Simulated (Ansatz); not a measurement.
# Calculated records

```
GaCuSe2 (I-42d): spin-orbit coupling beyond the local functionals
1.0
    -2.80955    2.80955    5.51300
     2.80955   -2.80955    5.51300
     2.80955    2.80955   -5.51300
Ga Cu Se
2 2 4
Direct
  0.50000 0.50000 0.00000
  0.25000 0.75000 0.50000
  0.00000 0.00000 0.00000
  0.75000 0.25000 0.50000
  0.37500 0.37562 0.50062
  0.62438 0.12500 0.99938
  0.87500 0.87438 0.49938
  0.12562 0.62500 0.00062
# method: DFT, HSE06 with spin-orbit coupling, plane waves, PAW; PAW set soft_1 (and 1 further level or step)
# program: Ansatz 0.2.0
# settings of one run: cutoff 420 eV, 4×4×4 k-mesh, smearing width 0.02 eV, PAW set soft 1
# cost: 2 runs, 6.6 min in all on 1 × NVIDIA H100 80GB HBM3 (shared by 6 runs) with 3 threads of AMD EPYC 7R13 (Zen 3), shared host (the runs of this entry)
# notes: The program’s warnings: device shed. The cell and positions come from the Crystallography Open Database and are kept as given unless a step says otherwise. The lattice is static and excitons are left out. The runs have no spin polarisation. For a closed low-spin shell that is the natural state; where a d or f shell is open it is a constraint, and the gap is then not the crystal’s own.
# HSE06: 1.43 eV
# HSE06+SOC: 1.37 eV
```

[Paths, hosts, dates, memory and timing lines, banners, echoed tables and standing remarks are left out of the program output.]

[Logs are printed without paths, hosts, clocks, repeated set-up lines and the standing remarks that a program may print on its own settings, such as how far it seeks lower states.]

[Runs of the session that timed out or met a known fault of the program may be left out.]

[Cells called generated may have been cut or substituted from an entry of the Crystallography Open Database or the Materials Project.]

[Hosts, paths, dates, database ids (printed as entryN), source tags and the programs' standing remarks are cut or masked in the printed files.]
